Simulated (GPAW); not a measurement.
# Cl (Cmce): G0W0 on several meshes in GPAW

Wanted: mesh dependence and cost of G0W0 for Cl (Cmce).

Program: GPAW 26.7.0. Level of theory: PBE and many-body steps on it, plane waves. Results are calculated unless marked as measured.

This is a report of a sequence of runs, with most program output left out.

## 1. The structure

It takes space group Cmce (No. 64, orthorhombic). Conventional cell: a = 6.290 Å, b = 4.500 Å, c = 8.210 Å, α = 90.00°, β = 90.00°, γ = 90.00°. Nearest to Cl lie 1 Cl at 2.02 Å.

As a file:

```cif
data_structure
_symmetry_space_group_name_H-M 'P 1'
_symmetry_Int_Tables_number 1
_cell_length_a 3.8670
_cell_length_b 3.8670
_cell_length_c 8.2100
_cell_angle_alpha 90.000
_cell_angle_beta 90.000
_cell_angle_gamma 71.161
_cell_volume 116.19
loop_
_atom_site_label
_atom_site_type_symbol
_atom_site_fract_x
_atom_site_fract_y
_atom_site_fract_z
_atom_site_occupancy
Cl1 Cl 0.87000 0.13000 0.10000 1
Cl2 Cl 0.63000 0.37000 0.60000 1
Cl3 Cl 0.13000 0.87000 0.90000 1
Cl4 Cl 0.37000 0.63000 0.40000 1
```

The cell and positions come from the Crystallography Open Database and are kept as given unless a step says otherwise.

## 2. Empty states on the mesh, 4×4×2 mesh, 198 bands

This step: GPAW 26.7.0; DFT, PBE, plane waves, PAW.

The sums over transitions need many empty states on a uniform mesh; this step solves for them.

run.py

```python
import json
import numpy as np
from gpaw.mpi import world
from gpaw import GPAW

calc = GPAW('gs.gpw').fixed_density(kpts={'size': (4, 4, 2), 'gamma': True},
    parallel={'domain': 1, 'band': 1},
    txt='nscf.txt')
calc.diagonalize_full_hamiltonian(nbands=198)
calc.write('full.gpw', mode='all')
res = {}
kpts = calc.get_ibz_k_points()
res['kpts'] = kpts
res['eigenvalues'] = [calc.get_eigenvalues(kpt=k) for k in range(len(kpts))]
res['n_electrons'] = calc.get_number_of_electrons()

if world.rank == 0:
    with open('result.json', 'w') as f:
        json.dump(res, f, default=lambda x: x.tolist())
```

On the command line:

```
mpirun -n 4 gpaw python run.py
```

The job ended after 67 s (4 MPI ranks of Arm Neoverse V1, shared host; peak memory 2.7 GiB; 4.5 min of CPU time).

This step gave:

- gap: 2.490 eV
- k of the valence top: 0.5, 0.5, 0
- k of the conduction bottom: 0, 0, 0
- least direct gap: 2.547 eV
- k points computed: 14
- lowest point of the top converged band, above the valence top: 74.4496 eV

On this mesh the gap is 2.490 eV.

## 3. 4×4×2

G0W0 replaces the xc potential by the self-energy, built once from these orbitals. Only a window of levels is corrected, while the sums run over the empty bands that the input names.

This step: G0W0 on PBE, plane waves, PAW.

run.py

```python
import json
import numpy as np
from gpaw.mpi import world
from gpaw.response.g0w0 import G0W0

gw = G0W0('full.gpw',
    filename='gw',
    kpts=[0, 12],
    bands=(12, 16),
    ecut=48,
    nbands=87,
    integrate_gamma='WS',
    ppa=True)
gw.calculate()
res = {mode: {k: v for k, v in r.items() if k != 'sigma_eskwn'}
       for mode, r in gw.all_results.items()}

if world.rank == 0:
    with open('result.json', 'w') as f:
        json.dump(res, f, default=lambda x: x.tolist())
```

On the command line:

```
mpirun -n 4 gpaw python run.py
```

It took 28 s on 4 MPI ranks; peak memory 0.97 GiB.

This step gave:

- G0W0 gap on the points computed: 5.640 eV
- least direct G0W0 gap on the computed points: 5.692 eV
- Z at the valence top: 0.8086
- Z at the conduction bottom: 0.8154
- starting gap on the mesh: 2.490 eV
- k of the valence top: 0.5, 0.5, 0
- k of the conduction bottom: 0, 0, 0

The gap on the mesh goes from 2.49 eV to 5.64 eV, a correction of +3.15 eV.

## 4. Empty states on the mesh, 2×2×1 mesh, 97 bands

This step: DFT, PBE, plane waves, PAW.

run.py

```python
import json
import numpy as np
from gpaw.mpi import world
from gpaw import GPAW

calc = GPAW('gs.gpw').fixed_density(kpts={'size': (2, 2, 1), 'gamma': True},
    nbands=113,
    convergence={'bands': 97},
    txt='nscf.txt')
calc.write('full.gpw', mode='all')
res = {}
kpts = calc.get_ibz_k_points()
res['kpts'] = kpts
res['eigenvalues'] = [calc.get_eigenvalues(kpt=k) for k in range(len(kpts))]
res['n_electrons'] = calc.get_number_of_electrons()

if world.rank == 0:
    with open('result.json', 'w') as f:
        json.dump(res, f, default=lambda x: x.tolist())
```

On the command line:

```
mpirun -n 4 gpaw python run.py
```

The job ended after 9.6 s (4 MPI ranks; peak memory 0.63 GiB; 38 s of CPU time).

Numbers from this step:

- gap: 2.490 eV
- k of the valence top: 0.5, 0.5, 0
- k of the conduction bottom: 0, 0, 0
- least direct gap: 2.547 eV
- k points computed: 3
- lowest point of the top converged band, above the valence top: 42.84 eV

On this mesh the gap is 2.490 eV.

## 5. 2×2×1

This step: G0W0 on PBE, plane waves, PAW.

run.py

```python
import json
import numpy as np
from gpaw.mpi import world
from gpaw.response.g0w0 import G0W0

gw = G0W0('full.gpw',
    filename='gw',
    kpts=[0, 2],
    bands=(12, 16),
    ecut=48,
    nbands=87,
    integrate_gamma='WS',
    ppa=True)
gw.calculate()
res = {mode: {k: v for k, v in r.items() if k != 'sigma_eskwn'}
       for mode, r in gw.all_results.items()}

if world.rank == 0:
    with open('result.json', 'w') as f:
        json.dump(res, f, default=lambda x: x.tolist())
```

On the command line:

```
mpirun -n 4 gpaw python run.py
```

The job ended after 5.1 s (4 MPI ranks; peak memory 0.84 GiB).

This step gave:

| Item | Value |
| --- | --- |
| G0W0 gap on the points computed | 5.709 eV |
| least direct G0W0 gap on the computed points | 5.781 eV |
| Z at the valence top | 0.8107 |
| Z at the conduction bottom | 0.8164 |
| starting gap on the mesh | 2.490 eV |
| k of the valence top | 0.5, 0.5, 0 |
| k of the conduction bottom | 0, 0, 0 |

Against G0W0 in GPAW (4×4×2 mesh, 87 bands, screening to 48 eV, Godby-Needs plasmon pole), the gap moves by +0.069 eV.

## 6. The runs together

Times are wall times on 4 MPI ranks of Arm Neoverse V1, shared host, good to a factor of about two.

```csv
run,mesh,bands,screening cutoff (eV),DFT gap (eV),gap on the mesh (eV),direct (eV),time
4×4×2,4×4×2,87,48,2.490,5.640,5.692,28 s
2×2×1,2×2×1,87,48,2.490,5.709,5.781,5.1 s
```

## 7. What came out

```json
{"4×4×2": "5.640 eV", "2×2×1": "5.709 eV", "known limits": "not at the basis limit; coarse k mesh"}
```

2×2×1: +0.069 eV against 4×4×2. Bands and cutoff are finite, so the gap is not at the basis limit. The miss can reach some tenths of an eV and take either sign; the mesh is an error of its own. These stock PAW sets were not made for GW. In the G0W0 runs levels were corrected at 2 k points alone, so a gap called «on the mesh» is the least over those, and an edge elsewhere would be missed. The 4×4×2 mesh is coarse for this cell, which bears on the long-range parts of exchange and screening. Mesh or cutoff lie under what a gap needs, so these runs test behaviour and cost; their gaps are not to be quoted.

[Paths, hosts, dates, memory and timing lines, banners, echoed tables and standing remarks are left out of the program output.]

[Logs are printed without paths, hosts, clocks, repeated set-up lines and the standing remarks that a program may print on its own settings, such as how far it seeks lower states.]

[Runs of the session that timed out or met a known fault of the program may be left out.]

[Hosts, paths, dates, database ids (printed as entryN), source tags and the programs' standing remarks are cut or masked in the printed files.]
